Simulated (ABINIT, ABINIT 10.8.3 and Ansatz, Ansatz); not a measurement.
## Excitons of MgH2 (P4_2/mnm): kernels and approximations

Wanted: excitons and ε₂ of MgH2 (P4_2/mnm), with cost.

Main program and level: ABINIT 10.8.3 and Ansatz 0.2.0; PBE and many-body steps on it, plane waves.

This is a report of a sequence of runs, with most program output left out.

## 1. The starting structure

It takes space group P4_2/mnm (No. 136, tetragonal). Conventional cell: a = 4.517 Å, b = 4.517 Å, c = 3.020 Å, α = 90.00°, β = 90.00°, γ = 90.00°. Nearest to Mg lie 6 H at 1.95 Å. Nearest to H lie 3 Mg at 1.95 Å. Farther neighbours are not listed.

The cell and positions come from the Crystallography Open Database and are kept as given unless a step says otherwise.

## 2. Empty states on the mesh, 4×4×4 mesh, 105 bands

This step: ABINIT 10.8.3; DFT, PBE, plane waves, norm-conserving pseudopotentials.

The sums over transitions need many empty states on a uniform mesh; this step solves for them.

run.abi

```
acell 3*1.0 Angstrom
rprim 
  4.516800000000 0.000000000000 0.000000000000
  0.000000000000 4.516800000000 0.000000000000
  0.000000000000 0.000000000000 3.020500000000
ntypat 2
znucl 12 1
natom 6
typat 1 1 2 2 2 2
xred 
  0.000000000000 0.000000000000 0.000000000000
  0.500000000000 0.500000000000 0.500000000000
  0.306000000000 0.306000000000 0.000000000000
  0.194000000000 0.806000000000 0.500000000000
  0.694000000000 0.694000000000 0.000000000000
  0.806000000000 0.194000000000 0.500000000000
pp_dirpath "pseudos"
pseudos "Mg.upf, H.upf"
ecut 38
ngkpt 4 4 4
nshiftk 1
shiftk 0 0 0
kptopt 1
chksymbreak 0
iscf -2
irdden 1
istwfk *1
nband 105
nbdbuf 8
tolwfr 1e-09
nstep 60
prtvol 0
indata_prefix "in"
outdata_prefix "out"
tmpdata_prefix "tmp"
```

Launch:

```console
> OMP_NUM_THREADS=1 mpirun -n 4 abinit run.abi > log
```

It took 78 s on 4 MPI ranks of Arm Neoverse N1, shared host; peak memory 0.4 GiB.

Numbers from this step:

* gap: 3.895 eV
* k of the valence top: 0.25, 0, 0
* k of the conduction bottom: 0.5, 0.5, 0.5
* least direct gap: 4.666 eV
* k points computed: 18
* lowest point of the top converged band, above the valence top: 62.7255 eV

On this mesh the gap is 3.895 eV.

The density comes from a self-consistent run that is not shown.

## 3. Screening, 4×4×4 mesh, 97 bands, screening to 119.7 eV

The RPA dielectric matrix is built and inverted for each q.

This step: RPA screening on PBE, plane waves, norm-conserving pseudopotentials.

Edit run.abi of step 2 so:

```diff
@@ -24,10 +24,11 @@
 chksymbreak 0
-iscf -2
-irdden 1
 istwfk *1
-nband 105
-nbdbuf 8
-tolwfr 1e-09
-nstep 60
-prtvol 0
+occopt 1
+irdwfk 1
+optdriver 3
+nband 97
+ecuteps 4.4
+inclvkb 2
+awtr 1
+symchi 1
 indata_prefix "in"
```

Run time: 2.6 min. Hardware: 4 MPI ranks; peak memory 1.4 GiB.

This step gave:

```
ε∞ with local fields, on this mesh, along the program's q direction : 3.654
the same without local fields                                       : 4.055
plasma frequency                                                    : 23.17 eV
plane waves in the screening matrix                                 : 181
```

Local fields lower ε∞ by 10 %. On a Γ-centred mesh this coarse the value itself is usually too large, while a short band sum pulls it down.

## 4. Self-energy, 4×4×4 mesh, 97 bands, screening to 119.7 eV

The self-energy is evaluated for the states that the input lists, and the levels follow from it, in one-shot runs by the linearised quasiparticle equation.

This step: G0W0 on PBE, plane waves, norm-conserving pseudopotentials.

Edit run.abi of step 3 so:

```diff
@@ -27,8 +27,21 @@
 irdwfk 1
-optdriver 3
+optdriver 4
 nband 97
+gwcalctyp 0
+ecutsigx 38
+symsigma 1
+nkptgw 4
+kptgw 
+  0.2500000000 0.0000000000 0.0000000000
+  0.5000000000 0.5000000000 0.5000000000
+  0.2500000000 0.2500000000 0.5000000000
+  0.0000000000 0.0000000000 0.0000000000
+bdgw 
+  11 14
+  11 14
+  11 14
+  10 14
 ecuteps 4.4
-inclvkb 2
-awtr 1
-symchi 1
+irdscr 1
+ppmodel 1
 indata_prefix "in"
```

It took 37 s on 4 MPI ranks; peak memory 1.2 GiB; 2.5 min of CPU time.

This step gave:

| Property | Result |
| --- | --- |
| G0W0 gap on the mesh | 5.868 eV |
| starting gap on the mesh | 3.895 eV |
| k of the valence top | 0.25, 0, 0 |
| k of the conduction bottom | 0.5, 0.5, 0.5 |
| least direct G0W0 gap on the computed points | 6.695 eV |

The gap on the mesh goes from 3.90 eV to 5.87 eV, a correction of +1.97 eV.

The gap opens by 1.973 eV; the next steps shift the empty bands rigidly by 1.973 eV. The least direct G0W0 gap is 6.695 eV, so this shift leaves the direct transitions −0.06 eV off.

## 5. Excitons

Light makes an electron and a hole together. The Bethe-Salpeter equation adds their screened attraction and their exchange, in a window of bands around the gap.

This step: Bethe-Salpeter equation on PBE with a scissors shift, plane waves, norm-conserving pseudopotentials.

Edit run.abi of step 4 so:

```diff
@@ -27,21 +27,17 @@
 irdwfk 1
-optdriver 4
-nband 97
-gwcalctyp 0
-ecutsigx 38
-symsigma 1
-nkptgw 4
-kptgw 
-  0.2500000000 0.0000000000 0.0000000000
-  0.5000000000 0.5000000000 0.5000000000
-  0.2500000000 0.2500000000 0.5000000000
-  0.0000000000 0.0000000000 0.0000000000
-bdgw 
-  11 14
-  11 14
-  11 14
-  10 14
-ecuteps 4.4
+optdriver 99
+bs_calctype 1
+mbpt_sciss 1.973 eV
+bs_loband 9
+nband 18
+bs_exchange_term 1
+bs_coulomb_term 11
+bs_coupling 0
+bs_algorithm 1
+bs_freq_mesh 0 13 0.1 eV
+zcut 0.15 eV
+ecuteps 4
+ecutwfn 19
+inclvkb 2
 irdscr 1
-ppmodel 1
 indata_prefix "in"
```

Run time: 1.9 min. Hardware: 4 MPI ranks; peak memory 0.58 GiB.

Numbers from this step:

- direct gap of the transition levels: 6.638 eV
- transitions in the window: 1536
- first strong exciton (over a fiftieth of the strongest listed): 5.919 eV
- lowest state: 5.919 eV
- binding of the lowest state below the direct gap: 0.7191 eV
- Coulomb term of one mesh cell: 0.7083 eV

The binding is 1.0 times the screened Coulomb term of one mesh cell (0.71 eV), so it is not shown settled.

The lowest state lies at 5.919 eV, 0.719 eV under the direct gap.

Lines within 3 meV are set at the lowest of them, and the highest group, which the list may cut short, is left out. Exciton lines, with heights relative to the strongest:

```tsv
position (eV)	lines merged	oscillator strength, relative
5.919	1	100
5.954	1	99
5.998	1	29
6.004	1	13
6.018	1	10
6.034	1	4.3
6.056	2	2.0
6.120	1	36
6.125	1	46
6.130	1	11
6.133	1	0.1
6.186	1	18
6.202	2	15
```

The ε₂ has structure finer than the step of the table below, so its rows give means over 0.5 eV, whole bins alone (the curve runs from 0 to 13 eV). Peaks (eV: height): BSE 6.80: 24.9; no electron-hole interaction 7.80: 13.9; Kohn-Sham, no shift 5.80: 13.4.

Mean over the three Cartesian directions of q; broadening 0.15 eV; transition window only. Limits: finite bands, cutoff and mesh; coarse k mesh; exciton not shown settled in the k mesh. The ε₂ by photon energy; means over each step:

```tsv
photon energy (eV)	BSE	no electron-hole interaction	Kohn-Sham, no shift
0.5	0.00806	0.00470	0.0109
1.0	0.0166	0.00962	0.0227
1.5	0.0264	0.0150	0.0366
2.0	0.0381	0.0211	0.0546
2.5	0.0532	0.0284	0.0796
3.0	0.0738	0.0376	0.119
3.5	0.104	0.0495	0.190
4.0	0.152	0.0659	0.374
4.5	0.241	0.0901	1.63
5.0	0.444	0.129	2.98
5.5	1.35	0.202	5.55
6.0	5.85	0.399	12.2
6.5	10.2	1.77	10.3
7.0	15.8	2.99	5.05
7.5	6.90	6.01	4.91
8.0	4.78	12.2	3.68
8.5	2.82	10.1	3.00
9.0	2.81	4.87	2.26
9.5	1.93	4.90	2.06
10.0	1.61	3.63	1.60
10.5	1.29	2.94	1.24
11.0	1.01	2.24	0.612
11.5	0.799	2.06	0.784
12.0	0.410	1.58	0.541
12.5	0.445	1.19	0.335
```

## 6. Triplet (no exchange term)

Edit run.abi of step 5 so:

```diff
@@ -31,4 +31,4 @@
 bs_loband 9
-nband 18
-bs_exchange_term 1
+nband 16
+bs_exchange_term 0
 bs_coulomb_term 11
@@ -36,3 +36,3 @@
 bs_algorithm 1
-bs_freq_mesh 0 13 0.1 eV
+bs_freq_mesh 0 11 0.1 eV
 zcut 0.15 eV
```

Wall time 49 s (4 MPI ranks); peak memory 0.52 GiB.

The lowest triplet lies at 5.836 eV; without spin-orbit coupling triplets are dark, so no spectrum is read.

## 7. Beyond Tamm-Dancoff

Edit run.abi of step 6 so:

```diff
@@ -32,5 +32,5 @@
 nband 16
-bs_exchange_term 0
+bs_exchange_term 1
 bs_coulomb_term 11
-bs_coupling 0
+bs_coupling 1
 bs_algorithm 1
```

Wall time 2.5 min (4 MPI ranks); peak memory 0.52 GiB; 9.9 min of CPU time.

This step gave:

```
direct gap of the transition levels              : 6.638 eV
transitions in the window                        : 1024
lowest state                                     : 5.92 eV
binding of the lowest state below the direct gap : 0.7184 eV
Coulomb term of one mesh cell                    : 0.7083 eV
```

The binding is 1.0 times the screened Coulomb term of one mesh cell (0.71 eV), so it is not shown settled.

The lowest state lies at 5.920 eV, 0.718 eV under the direct gap.

The ε₂ has structure finer than the step of the table below, so its rows give means over 0.5 eV, whole bins alone (the curve runs from 0 to 10.9 eV). Peaks (eV: height): BSE 6.90: 23.0; no electron-hole interaction 7.80: 13.9; Kohn-Sham, no shift 5.80: 13.4.

Mean over the three Cartesian directions of q; broadening 0.15 eV; transition window only. Limits: finite bands, cutoff and mesh; coarse k mesh; exciton not shown settled in the k mesh. Table of ε₂ by photon energy; means over each step:

```tsv
photon energy (eV)	BSE	no electron-hole interaction	Kohn-Sham, no shift
0.5	0.00751	0.00455	0.0106
1.0	0.0155	0.00935	0.0222
1.5	0.0246	0.0146	0.0359
2.0	0.0355	0.0206	0.0536
2.5	0.0496	0.0277	0.0783
3.0	0.0688	0.0367	0.117
3.5	0.0970	0.0484	0.188
4.0	0.142	0.0646	0.371
4.5	0.225	0.0885	1.63
5.0	0.415	0.127	2.97
5.5	1.26	0.200	5.54
6.0	5.46	0.397	12.2
6.5	9.31	1.76	10.3
7.0	15.2	2.99	5.03
7.5	6.69	6.00	4.89
8.0	4.58	12.2	3.64
8.5	2.61	10.1	2.84
9.0	2.59	4.86	1.57
9.5	1.77	4.88	1.30
10.0	1.18	3.59	0.851
10.5	0.765	2.77	0.490
```

## 8. Dielectric constant by perturbation theory

This step: Ansatz 0.2.0; DFT, PBE, linear response to an electric field, plane waves, PAW.

ε∞ sets how strongly the crystal screens. Perturbation theory gives it with local fields and without a sum over empty bands.

input.yaml

```yaml
crystal:
  lattice:
    - [4.5168, 0.0, 0.0]
    - [0.0, 4.5168, 0.0]
    - [0.0, 0.0, 3.0205]
  atoms:
    - { symbol: Mg, position: [0.0, 0.0, 0.0] }
    - { symbol: Mg, position: [0.5, 0.5, 0.5] }
    - { symbol: H, position: [0.306, 0.306, 0.0] }
    - { symbol: H, position: [0.194, 0.806, 0.5] }
    - { symbol: H, position: [0.694, 0.694, 0.0] }
    - { symbol: H, position: [0.806, 0.194, 0.5] }
kpoints:
  mp_grid: { grid: [6, 6, 8] }
hamiltonian:
  xc: pbe
scf:
  occupations: { method: fixed }
dielectric: {}
```

Launch:

```console
> ansatz run input.yaml --threads 4 --pin off --max-ram 14745MiB --backend cpu --events-out ev --progress --plain --runs-dir out
```

Elapsed: 23 s, on 4 threads; peak memory 0.63 GiB; 86 s of CPU time.

The field response gives a mean ε∞ of 3.97, which the model screening below takes as its input.

## 9. Model screening

This step: ABINIT 10.8.3; Bethe-Salpeter equation on PBE with a scissors shift, plane waves, norm-conserving pseudopotentials.

Edit run.abi of step 7 so:

```diff
@@ -31,8 +31,8 @@
 bs_loband 9
-nband 16
+nband 18
 bs_exchange_term 1
-bs_coulomb_term 11
-bs_coupling 1
-bs_algorithm 1
-bs_freq_mesh 0 11 0.1 eV
+bs_coulomb_term 21
+bs_coupling 0
+bs_algorithm 2
+bs_freq_mesh 0 13 0.1 eV
 zcut 0.15 eV
@@ -41,3 +41,6 @@
 inclvkb 2
-irdscr 1
+mdf_epsinf 3.97
+irdden 1
+bs_haydock_niter 300
+bs_haydock_tol -0.02 0
 indata_prefix "in"
```

Launch:

```console
> OMP_NUM_THREADS=1 mpirun -n 4 abinit run.abi > log
```

It took 91 s on 4 MPI ranks; peak memory 0.55 GiB.

This step gave:

| Property | Result |
| --- | --- |
| direct gap of the transition levels | 6.638 eV |
| transitions in the window | 1536 |
| Coulomb term of one mesh cell | 0.6526 eV |

Mean over the three Cartesian directions of q; broadening 0.15 eV; transition window only. Limits: finite bands, cutoff and mesh; coarse k mesh; exciton not shown settled in the k mesh. Table of ε₂ by photon energy; read off at these points:

```tsv
photon energy (eV)	BSE	no electron-hole interaction	Kohn-Sham, no shift
0.000	0	0	0
0.250	0.00367	0.00235	0.00535
0.500	0.0074	0.0047	0.0108
0.750	0.0112	0.0071	0.0165
1.000	0.0152	0.0096	0.0226
1.250	0.0195	0.0122	0.0292
1.500	0.0241	0.0149	0.0365
1.750	0.0291	0.0179	0.0447
2.000	0.0347	0.0210	0.0542
2.250	0.0409	0.0245	0.0655
2.500	0.048	0.0283	0.0790
2.750	0.0563	0.0326	0.0958
3.000	0.0659	0.0374	0.117
3.250	0.0775	0.0430	0.146
3.500	0.0915	0.0493	0.186
3.750	0.109	0.0568	0.247
4.000	0.131	0.0656	0.350
4.250	0.161	0.0763	0.583
4.500	0.200	0.0895	1.36
4.750	0.257	0.106	3.09
5.000	0.343	0.128	2.64
5.250	0.492	0.157	3.22
5.500	0.786	0.198	4.51
5.750	1.71	0.262	11.4
5.800	2.04	0.278	13.4
6.000	5.19	0.372	11.5
6.250	5.38	0.631	12.2
6.500	6.19	1.55	9.64
6.750	10.3	3.11	8.25
7.000	25.7	2.71	3.96
7.250	10.1	3.20	4.50
7.500	7.92	4.96	5.26
7.750	7.72	12.2	4.42
7.800	7.25	13.9	4.35
8.000	5.54	11.4	3.60
8.250	3.80	12.4	3.38
8.500	2.80	9.45	3.01
8.750	3.47	7.83	2.32
9.000	3.32	3.84	2.45
9.250	2.55	4.65	1.96
9.500	2.05	5.16	2.16
9.750	2.10	4.37	2.06
10.000	1.82	3.48	1.43
10.250	1.64	3.43	1.59
10.500	1.44	2.97	1.26
10.750	1.27	2.27	0.573
11.000	1.15	2.42	0.593
11.250	1.02	1.95	0.707
11.500	0.824	2.12	0.740
11.750	0.970	2.03	0.966
12.000	0.439	1.40	0.414
12.250	0.309	1.68	0.391
12.500	0.455	1.13	0.335
12.750	0.594	0.547	0.241
13.000	0.625	0.633	0.274
```

## 10. Empty states on the mesh, 4×4×6 mesh, 30 bands

This step: DFT, PBE, plane waves, norm-conserving pseudopotentials.

Edit run.abi of step 9 so:

```diff
@@ -19,28 +19,15 @@
 ecut 38
-ngkpt 4 4 4
+ngkpt 4 4 6
 nshiftk 1
-shiftk 0 0 0
-kptopt 1
+shiftk 0.11 0.21 0.31
+kptopt 3
 chksymbreak 0
+iscf -2
+irdden 1
 istwfk *1
-occopt 1
-irdwfk 1
-optdriver 99
-bs_calctype 1
-mbpt_sciss 1.973 eV
-bs_loband 9
-nband 18
-bs_exchange_term 1
-bs_coulomb_term 21
-bs_coupling 0
-bs_algorithm 2
-bs_freq_mesh 0 13 0.1 eV
-zcut 0.15 eV
-ecuteps 4
-ecutwfn 19
-inclvkb 2
-mdf_epsinf 3.97
-irdden 1
-bs_haydock_niter 300
-bs_haydock_tol -0.02 0
+nband 30
+nbdbuf 4
+tolwfr 1e-09
+nstep 60
+prtvol 0
 indata_prefix "in"
```

Wall time 56 s (4 MPI ranks); peak memory 0.45 GiB; 3.7 min of CPU time.

Numbers from this step:

| Quantity | Value |
| --- | --- |
| gap | 3.948 eV |
| k of the valence top | -0.2225, 0.0525, 0.0517 |
| k of the conduction bottom | -0.4725, -0.4475, -0.4483 |
| least direct gap | 4.726 eV |
| k points computed | 96 |
| lowest point of the top converged band, above the valence top | 16.36 eV |

On this mesh the gap is 3.948 eV.

## 11. Denser, shifted k mesh (4×4×6)

This step: Bethe-Salpeter equation on PBE with a scissors shift, plane waves, norm-conserving pseudopotentials.

Edit run.abi of step 10 so:

```diff
@@ -24,10 +24,23 @@
 chksymbreak 0
-iscf -2
+istwfk *1
+occopt 1
+irdwfk 1
+optdriver 99
+bs_calctype 1
+mbpt_sciss 1.973 eV
+bs_loband 9
+nband 18
+bs_exchange_term 1
+bs_coulomb_term 21
+bs_coupling 0
+bs_algorithm 2
+bs_freq_mesh 0 13 0.1 eV
+zcut 0.15 eV
+ecuteps 3
+ecutwfn 19
+inclvkb 2
+mdf_epsinf 3.97
 irdden 1
-istwfk *1
-nband 30
-nbdbuf 4
-tolwfr 1e-09
-nstep 60
-prtvol 0
+bs_haydock_niter 300
+bs_haydock_tol -0.02 0
 indata_prefix "in"
```

The job ended after 3.3 min (4 MPI ranks; peak memory 1.4 GiB).

Numbers from this step:

| Property | Result |
| --- | --- |
| direct gap of the transition levels | 6.698 eV |
| transitions in the window | 2304 |
| Coulomb term of one mesh cell | 0.5701 eV |

(Part 1 of 2 ends here.)

[Paths, hosts, dates, memory and timing lines, banners, echoed tables and standing remarks are left out of the program output.]

[Logs are printed without paths, hosts, clocks, repeated set-up lines and the standing remarks that a program may print on its own settings, such as how far it seeks lower states.]

[Runs of the session that timed out or met a known fault of the program may be left out.]

[Hosts, paths, dates, database ids (printed as entryN), source tags and the programs' standing remarks are cut or masked in the printed files.]

[G0W0 gaps are taken among the corrected bands and points alone; a level outside them can change the order at an edge.]

[Where Ansatz stands beside ABINIT at settings called matched, ABINIT's density can come from a denser mesh and the files from another edition; pairs whose starting gaps differed by over 0.03 eV were left out, so agreement reads better than it is.]
